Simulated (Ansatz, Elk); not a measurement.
## Fe2RuSe4: X-ray structure factors from the self-consistent density

Structure refinements treat a crystal as free atoms side by side. For a made-up structure of Fe2RuSe4 (cell and positions from a PBEsol relaxation) the runs below show what the calculated density changes in F(hkl).

Calculated with Elk 11.2.3 (patched build); DFT, PBE, all-electron APW+lo, Dirac cores, scalar-relativistic bands, static density, no spin.

The structure was built from a prototype and need not be the compound's stable phase.

## Step 1: Starting point

It takes space group C2/m (No. 12, monoclinic). Conventional cell: a = 11.773 Å, b = 3.546 Å, c = 6.007 Å, α = 90.00°, β = 117.78°, γ = 90.00°. Ru has 6 Se at 2.47 to 2.48 Å nearest. Nearest to Se lie 3 Fe at 2.33 to 2.35 Å and 1 Ru at 2.47 Å. Nearest to Se lie 3 Fe at 2.41 to 2.46 Å and 2 Ru at 2.48 Å. Fe has 6 Se at 2.33 to 2.46 Å nearest. Farther neighbours and most contacts between anions are not listed.

## Step 2: Ground state and structure factors

An all-electron density is needed, since X-rays see the cores too. Task 0 finds the density and task 195 Fourier-transforms it; tshift is off so that phases refer to the origin typed.

elk.in

```
tasks
  0
  195

xctype
  20

spinpol
  .false.

rgkmax
  7.0

gmaxvr
  14.0

lmaxo
  7

lmaxapw
  8

swidth
  0.002

tshift
  .false.

ramdisk
  .false.

hmaxvr
  5.5

maxscl
  120

epspot
  1e-06

sppath
  './'

avec
  11.12370139127 -3.35088766968 -0.11800293893
  11.12370139127 3.35088766968 -0.11800293893
  -5.18388039843 -0.00000000000 10.09820609167

atoms
  3
  'Ru.in'
  1
  -0.0000000000 -0.0000000000 -0.0000000000   0.000000 0.000000 0.000000
  'Se.in'
  4
  0.1168670214 0.1168670214 0.4641953832   0.000000 0.000000 0.000000
  0.8831329786 0.8831329786 0.5358046168   0.000000 0.000000 0.000000
  0.3566125153 0.3566125153 0.0156545622   0.000000 0.000000 0.000000
  0.6433874847 0.6433874847 0.9843454378   0.000000 0.000000 0.000000
  'Fe.in'
  2
  0.2596155639 0.2596155639 0.2918205920   0.000000 0.000000 0.000000
  0.7403844361 0.7403844361 0.7081794080   0.000000 0.000000 0.000000

ngridk
  7 7 4
```

On the command line:

```bash
$ OMP_NUM_THREADS=4 elk
```

Numbers of over 12 decimals in the logs are rounded to 6 here.

What it wrote:

```text
┌─────────────────────────┐
│ Elk code version 11.2.3 │
└─────────────────────────┘

All units are atomic (Hartree, Bohr, etc.)

┌─────────────────────────────────────────────────┐
│ Ground-state run starting from atomic densities │
└─────────────────────────────────────────────────┘

Lattice vectors :
   11.12370139      -3.350887670     -0.1180029389
   11.12370139       3.350887670     -0.1180029389
  -5.183880398      -0.000000000       10.09820609

Reciprocal lattice vectors :
  0.2839697337     -0.9375404261      0.1457749152
  0.2839697337      0.9375404261      0.1457749152
  0.6636676424E-02 -0.9235575074E-18  0.6256149842

Unit cell volume      :    748.7070343
Brillouin zone volume :   0.3313047722

Muffin-tin inner radius fraction :   0.1000000000E-01

Nuclei treated as point charges

Species : 1 (Ru)
 parameters loaded from : Ru.in
 name : ruthenium
 nuclear charge    :   -44.00000000
 electronic charge :    44.00000000
 atomic mass :    184239.3393
 muffin-tin radius :    2.512452764
 number of radial points in muffin-tin :   1193
 inner part over the whole radius :   0.9929277047E-02
 number on inner part of muffin-tin    :    848
 approximate nuclear radius :   0.8462081736E-04
 number of mesh points to nuclear radius :    423
 atomic positions (lattice), magnetic fields (Cartesian) :
  1 :   0.00000000  0.00000000  0.00000000    0.00000000  0.00000000  0.00000000

Species : 2 (Se)
 parameters loaded from : Se.in
 name : selenium
 nuclear charge    :   -34.00000000
 electronic charge :    34.00000000
 atomic mass :    143935.2749
 muffin-tin radius :    2.101528699
 number of radial points in muffin-tin :    993
 inner part over the whole radius :   0.9892353124E-02
 number on inner part of muffin-tin    :    700
 approximate nuclear radius :   0.7785908700E-04
 number of mesh points to nuclear radius :    345
 atomic positions (lattice), magnetic fields (Cartesian) :
  1 :   0.11686702  0.11686702  0.46419538    0.00000000  0.00000000  0.00000000
  2 :  -0.11686702 -0.11686702 -0.46419538    0.00000000  0.00000000  0.00000000
  3 :   0.35661252  0.35661252  0.01565456    0.00000000  0.00000000  0.00000000
  4 :  -0.35661252 -0.35661252 -0.01565456    0.00000000  0.00000000  0.00000000

Species : 3 (Fe)
 parameters loaded from : Fe.in
 name : iron
 nuclear charge    :   -26.00000000
 electronic charge :    26.00000000
 atomic mass :    101799.2075
 muffin-tin radius :    2.174757152
 number of radial points in muffin-tin :    993
 inner part over the whole radius :   0.9874500502E-02
 number on inner part of muffin-tin    :    698
 approximate nuclear radius :   0.7160107270E-04
 number of mesh points to nuclear radius :    334
 atomic positions (lattice), magnetic fields (Cartesian) :
  1 :   0.25961556  0.25961556  0.29182059    0.00000000  0.00000000  0.00000000
  2 :  -0.25961556 -0.25961556 -0.29182059    0.00000000  0.00000000  0.00000000

Total number of atoms per unit cell :    7
Total muffin-tin volume :    308.1103947
 ratio of muffin-tin to unit cell volume :   0.4115233069

Spin treatment :
 spin-unpolarised

Number of Bravais lattice symmetries :    4
Number of crystal symmetries         :    4
Crystal has inversion symmetry
Real symmetric eigensolver will be used

k-point grid :      7     7     4
k-point offset :    0.000000000       0.000000000       0.000000000
k-point set is reduced with full crystal symmetry group
Total number of k-points :       60

Muffin-tin radius times maximum |G+k| :    7.000000000
 using average radius
Maximum |G+k| for APW functions       :    3.209309489
Maximum (1/2)|G+k|²                   :    5.149833699
Maximum |G| for potential and density :    14.00000000
Constant for pseudocharge density :    9
 order of it for each species :   16  16  16
 order of it for pair densities of each species (exact exchange by exxq0 0: 17) :   13   9   9
Radial integration step length :    1

G-vector grid sizes :     54    54    54
Number of G-vectors :    34653

[...]
exchange                    :     -587.66135105169
 correlation                 :     -11.553371789140
 electron entropic           :    -0.13488359798097E-02
 total energy                :     -16801.375865141

Density of states at Fermi energy :    101.8288397
 (states/Hartree/unit cell)

Estimated indirect band gap :   0.5282547610E-03
 from k-point 29 to k-point 39
Estimated direct band gap   :   0.2862414342E-02
 at k-point 23

Charges :
 core                        :    120.0000000
 valence                     :    112.0000000
 interstitial                :    12.95806197
 muffin-tins (core leakage)
  species : 1 (Ru)
[...]
species : 2 (Se)
[...]
species : 3 (Fe)
[...]
total in muffin-tins        :    219.0419380
 total calculated charge     :    231.9961761
 total charge                :    232.0000000
 error                       :   0.3823906012E-02

RMS change in Kohn-Sham potential (target) :   0.6641773334     (  0.1000000000E-05)
Absolute change in total energy (target)   :    3.535028621     (  0.1000000000E-03)

[... loops 3 to 18 left out ...]

┌──────────────────┐
│ Loop number : 19 │
└──────────────────┘

Energies :
 Fermi                       :     0.351636
 sum of occupied eigenvalues :     -9783.6542222106
 electron kinetic            :      17248.845240244
 core electron kinetic       :      16003.625993889
 Coulomb                     :     -33449.058346751
 Coulomb potential           :     -26253.970144431
 nuclear-nuclear             :     -2265.3264352490
 electron-nuclear            :     -36170.383179418
 Hartree                     :      4986.6512679158
 Madelung                    :     -20322.073274536
 xc potential                :     -778.52931802364
 exchange                    :     -586.66984128630
 correlation                 :     -11.539038865640
 electron entropic           :    -0.17092863384722E-02
 total energy                :     -16798.423695946

Density of states at Fermi energy :    127.9819658
 (states/Hartree/unit cell)

Estimated indirect band gap :   0.4305299130E-03
 from k-point 13 to k-point 4
Estimated direct band gap   :   0.3404148707E-02
 at k-point 54

Charges :
 core                        :    120.0000000
 valence                     :    112.0000000
 interstitial                :    13.16191225
 muffin-tins (core leakage)
  species : 1 (Ru)
[...]
species : 2 (Se)
[...]
species : 3 (Fe)
[...]
total in muffin-tins        :    218.8380878
 total calculated charge     :    231.9962031
 total charge                :    232.0000000
 error                       :   0.3796881401E-02

RMS change in Kohn-Sham potential (target) :   0.4703714929E-06 (  0.1000000000E-05)
Absolute change in total energy (target)   :   0.8010591773E-04 (  0.1000000000E-03)

Convergence targets achieved

┌──────────────────┐
│ Loop number : 20 │
└──────────────────┘

Energies :
 Fermi                       :     0.351636
 sum of occupied eigenvalues :     -9783.6542003984
 electron kinetic            :      17248.845273086
 core electron kinetic       :      16003.626005216
 Coulomb                     :     -33449.058359373
 Coulomb potential           :     -26253.970129347
 nuclear-nuclear             :     -2265.3264352490
 electron-nuclear            :     -36170.383220134
 Hartree                     :      4986.6512960106
 Madelung                    :     -20322.073294699
 xc potential                :     -778.52934413769
 exchange                    :     -586.66984189286
 correlation                 :     -11.539038896882
 electron entropic           :    -0.17092836856904E-02
 total energy                :     -16798.423676360

Density of states at Fermi energy :    127.9817495
 (states/Hartree/unit cell)

Estimated indirect band gap :   0.4305351758E-03
 from k-point 13 to k-point 4
Estimated direct band gap   :   0.3404142410E-02
 at k-point 54

Charges :
 core                        :    120.0000000
 valence                     :    112.0000000
 interstitial                :    13.16191192
 muffin-tins (core leakage)
  species : 1 (Ru)
[...]
species : 2 (Se)
[...]
atom 4                    :    31.61273271     (  0.4107287684E-03)
  species : 3 (Fe)
   atom 1                    :    24.70406161     ( -0.2201535931E-06)
   atom 2                    :    24.70406161     ( -0.2201535931E-06)
 total in muffin-tins        :    218.8380881
 total calculated charge     :    231.9962031
 total charge                :    232.0000000
 error                       :   0.3796883019E-02

┌──────────────────────────────┐
│ Self-consistent loop stopped │
└──────────────────────────────┘

Warning : core states of species 2 leak from the muffin-tin :   0.4117300858E-03

Wrote STATE.OUT
```

Elapsed: 75 s, on 4 threads of AMD EPYC 9B45 (Zen 5), shared host; peak memory 0.32 GiB; 4.4 min of CPU time.

SFACRHO.OUT:

```text

h k l indices transformed by vhmat matrix:
   1.000000000       0.000000000       0.000000000    
   0.000000000       1.000000000       0.000000000    
   0.000000000       0.000000000       1.000000000    

      h      k      l  multipl.   |H|            Re(F)            Im(F)           |F|

      0      0      0      1   0.0000000       232.00000      0.61488225E-15   232.00000    
      0      0     -1      2  0.62565018       29.876091      0.10390397E-13   29.876091    
      1      1      0      2  0.63840155      -14.839145     -0.14936196E-13   14.839145    
      1      1     -1      2  0.65319243       35.090497      0.12987997E-13   35.090497    
      0      1      0      4  0.99038941       42.439719     -0.77927980E-14   42.439719    
     -1     -1     -1      2   1.0822796       27.388308     -0.10390397E-13   27.388308    
      1      0     -1      4   1.0891015       15.478604      0.11039797E-13   15.478604    
     -1     -1      2      2   1.1084406       33.267003     -0.38963990E-14   33.267003    
     -2     -2      1      2   1.1300423       44.574381      0.20780795E-13   44.574381    
      1      0      1      4   1.2483896      -89.695198      0.23378394E-13   89.695198    
      0      0     -2      2   1.2513004       103.56077      0.15585596E-13   103.56077    
     -2     -1      1      4   1.2762919       87.601482      0.48704988E-13   87.601482    
      2      2      0      2   1.2768031      -27.378435      0.95461776E-13   27.378435    
     -2     -2      2      2   1.3063849      -99.295029     -0.40262790E-13   99.295029    
     -1     -2      0      4   1.3401434       59.039459      0.51951987E-14   59.039459    
     -1      0      2      4   1.4745472       12.302546      0.10390397E-13   12.302546    
     -1     -2      2      4   1.4982436       50.891895     -0.51951987E-13   50.891895    
      1      1      2      2   1.6486291       86.113725     -0.20780795E-13   86.113725
```

Elk indexes on the primitive cell of elk.in and gives |H| = 4π sin θ/λ in inverse bohr. Below, one row stands for each form hkl of the conventional cell (m members, Friedel mates merged), F is for one primitive cell and the density is static (no thermal factor). Free-atom factors are Waasmaier and Kirfel's, and R is Σm||F|−|F'||/Σm|F|.

```tsv
hkl	m	sin θ/λ (Å⁻¹)	abs F, DFT	neutral atoms	diff.
001	2	0.094	29.876	29.959	-0.083
200	2	0.096	14.839	14.356	+0.483
2 0 -1	2	0.098	35.090	34.901	+0.189
110	4	0.149	42.440	42.478	-0.038
201	2	0.163	27.388	27.275	+0.113
1 1 -1	4	0.164	15.479	15.299	+0.179
2 0 -2	2	0.167	33.267	33.077	+0.190
4 0 -1	2	0.170	44.574	44.553	+0.021
111	4	0.188	89.695	89.205	+0.490
002	2	0.188	103.561	103.661	-0.100
3 1 -1	4	0.192	87.602	87.743	-0.141
400	2	0.192	27.378	27.291	+0.087
4 0 -2	2	0.197	99.295	98.882	+0.413
310	4	0.202	59.039	59.119	-0.079
1 1 -2	4	0.222	12.303	12.451	-0.149
3 1 -2	4	0.225	50.892	51.189	-0.297
202	2	0.248	86.114	86.472	-0.359
311	4	0.249	128.002	128.445	-0.443
401	2	0.250	13.322	13.339	-0.017
2 0 -3	2	0.252	11.505	11.579	-0.074
5 1 -1	4	0.256	109.430	109.946	-0.516
112	4	0.257	61.444	61.836	-0.392
```

## Step 3: The highest occupied states alone

An energy window below the Fermi level keeps the highest occupied states, to see at which angles they scatter; shallow core shells can lie inside it and anion s states outside. No new self-consistency is needed.

elk.in: that of step 2 with these lines changed.

```diff
@@ -1,3 +1,2 @@
 tasks
-  0
   195
@@ -40,2 +39,5 @@
 
+wsfac
+  -0.199600 0.651640
+
 sppath
```

On the command line:

```bash
$ OMP_NUM_THREADS=4 elk
```

What it wrote:

```text
┌─────────────────────────────────┐
│ Elk code version 11.2.3 started │
└─────────────────────────────────┘

Info(readinput): the functional depends on the density's gradient
 muffin-tin radial points multiplied by    2.00000
 (not where nrmtscf is given)

┌────────────────────┐
│ Current task : 195 │
└────────────────────┘
Info(checkmt): changed muffin-tin radius of species 1 (Ru) from   2.6000 to   2.5125
Info(checkmt): changed muffin-tin radius of species 2 (Se) from   2.4000 to   2.1015
Info(checkmt): changed muffin-tin radius of species 3 (Fe) from   2.4000 to   2.1748

Info(sfacrho): density structure factors written to SFACRHO.OUT

 Energy window :  -0.1996000000      0.6516400000

┌──────────────────┐
│ Elk code stopped │
└──────────────────┘
```

It took 8 s on 4 threads; peak memory 0.2 GiB; 12 s of CPU time.

States within 15 eV below the Fermi level hold 46.79 electrons; any levels below the window count with the cores, and a count that is not whole means the window cuts a band. Their amplitudes can exceed the total, where window and core parts have opposite phase:

```tsv
hkl	sin θ/λ (Å⁻¹)	abs F, window	abs F, all
001	0.094	2.401	29.876
200	0.096	7.896	14.839
2 0 -1	0.098	6.340	35.090
110	0.149	4.295	42.440
201	0.163	5.610	27.388
1 1 -1	0.164	8.602	15.479
2 0 -2	0.167	9.432	33.267
4 0 -1	0.170	4.133	44.574
111	0.188	9.944	89.695
002	0.188	1.135	103.561
```

## Step 4: Another functional

The difference from free atoms is small, so it is set against the change that LDA (Perdew-Wang) makes.

elk.in: that of step 3 with these lines changed.

```diff
@@ -1,2 +1,3 @@
 tasks
+  0
   195
@@ -4,3 +5,3 @@
 xctype
-  20
+  3
 
@@ -39,5 +40,2 @@
 
-wsfac
-  -0.199600 0.651640
-
 sppath
```

On the command line:

```bash
$ OMP_NUM_THREADS=4 elk
```

What it wrote:

```text
┌─────────────────────────┐
│ Elk code version 11.2.3 │
└─────────────────────────┘

All units are atomic (Hartree, Bohr, etc.)

┌─────────────────────────────────────────────────┐
│ Ground-state run starting from atomic densities │
└─────────────────────────────────────────────────┘

Lattice vectors :
   11.12370139      -3.350887670     -0.1180029389
   11.12370139       3.350887670     -0.1180029389
  -5.183880398      -0.000000000       10.09820609

Reciprocal lattice vectors :
  0.2839697337     -0.9375404261      0.1457749152
[...]
species : 1 (Ru)
[...]
species : 2 (Se)
[...]
species : 3 (Fe)
   atom 1                    :    24.72311611     ( -0.3523509431E-05)
   atom 2                    :    24.72311611     ( -0.3523509431E-05)
 total in muffin-tins        :    218.8954490
 total calculated charge     :    231.9961562
 total charge                :    232.0000000
 error                       :   0.3843833751E-02

┌──────────────────────────────┐
│ Self-consistent loop stopped │
└──────────────────────────────┘

Warning : core states of species 2 leak from the muffin-tin :   0.4162367221E-03

Wrote STATE.OUT
[key lines of the parts left out:]
total energy                :     -16776.993645984
```

Run time: 48 s. Hardware: 4 threads; peak memory 0.25 GiB.

Against the first run R = 0.04 %; the largest change is -0.070 at 3 3 -3.

## Step 5: A coarser k-mesh

About half the k-points along each axis test the sampling.

elk.in: that of step 4 with these lines changed.

```diff
@@ -5,3 +5,3 @@
 xctype
-  3
+  20
 
@@ -65,2 +65,2 @@
 ngridk
-  7 7 4
+  4 4 2
```

On the command line:

```bash
$ OMP_NUM_THREADS=4 elk
```

What it wrote:

```text
┌─────────────────────────┐
│ Elk code version 11.2.3 │
└─────────────────────────┘

All units are atomic (Hartree, Bohr, etc.)

┌─────────────────────────────────────────────────┐
│ Ground-state run starting from atomic densities │
└─────────────────────────────────────────────────┘

Lattice vectors :
   11.12370139      -3.350887670     -0.1180029389
   11.12370139       3.350887670     -0.1180029389
  -5.183880398      -0.000000000       10.09820609

Reciprocal lattice vectors :
  0.2839697337     -0.9375404261      0.1457749152
[...]
species : 1 (Ru)
[...]
species : 2 (Se)
[...]
species : 3 (Fe)
   atom 1                    :    24.70499886     ( -0.2201537157E-06)
   atom 2                    :    24.70499886     ( -0.2201537157E-06)
 total in muffin-tins        :    218.8361148
 total calculated charge     :    231.9961989
 total charge                :    232.0000000
 error                       :   0.3801092459E-02

┌──────────────────────────────┐
│ Self-consistent loop stopped │
└──────────────────────────────┘

Warning : core states of species 2 leak from the muffin-tin :   0.4117342511E-03

Wrote STATE.OUT
[key lines of the parts left out:]
total energy                :     -16798.424457286
```

Elapsed: 29 s, on 4 threads; peak memory 0.32 GiB.

Against the first run R = 0.01 %; the largest change is +0.015 at 820.

## Step 6: Settings against the effect

```tsv
run	R against the first run (%)	R against neutral atoms, low angle (%)	wall time
PBE, rgkmax 7	0.00	0.46	75 s
LDA (Perdew-Wang)	0.04	0.47	48 s
k-mesh 4×4×2	0.01	0.47	29 s
```

## Step 7: Outcome

* R against neutral atoms, sin θ/λ < 0.3 Å⁻¹: 0.46 %
* R against neutral atoms, 0.3 to 0.51 Å⁻¹: 0.32 %

Independent neutral atoms miss the calculated amplitudes by R = 0.46 % below 0.3 Å⁻¹ and 0.32 % from there to 0.51 Å⁻¹; by shells, 0.50 % below 0.15 Å⁻¹ (4 forms), 0.46 % 0.15 to 0.3 (32 forms), 0.39 % 0.3 to 0.45 (72 forms), 0.22 % above 0.45 (41 forms). Bonding, aspherical density and the tables' own atoms all enter these figures, and the runs don't part them. The largest change of an amplitude is -0.82 electrons, at 020. The window's part falls from 46.8 electrons at the origin to at most 2.49 between 0.45 and 0.51 Å⁻¹, where compact states inside the window still scatter. Below 0.3 Å⁻¹ the changes that finished (LDA (Perdew-Wang) and k-mesh 4×4×2) move F by R = 0.01 % at most, against the 0.46 % that separates it from free atoms. The basis has no finished test. These runs have no spin, though d or f shells may be open. Part of the difference isn't bonding: the tables are fits to free atoms and ions calculated by other methods than this functional. Thermal motion, anomalous dispersion and extinction are left out.

[Logs are printed without paths, hosts, clocks, repeated set-up lines and the standing remarks that a program may print on its own settings, such as how far it seeks lower states.]

[Hosts, paths, dates, database ids (printed as entryN), source tags and the programs' standing remarks are cut or masked in the printed files.]
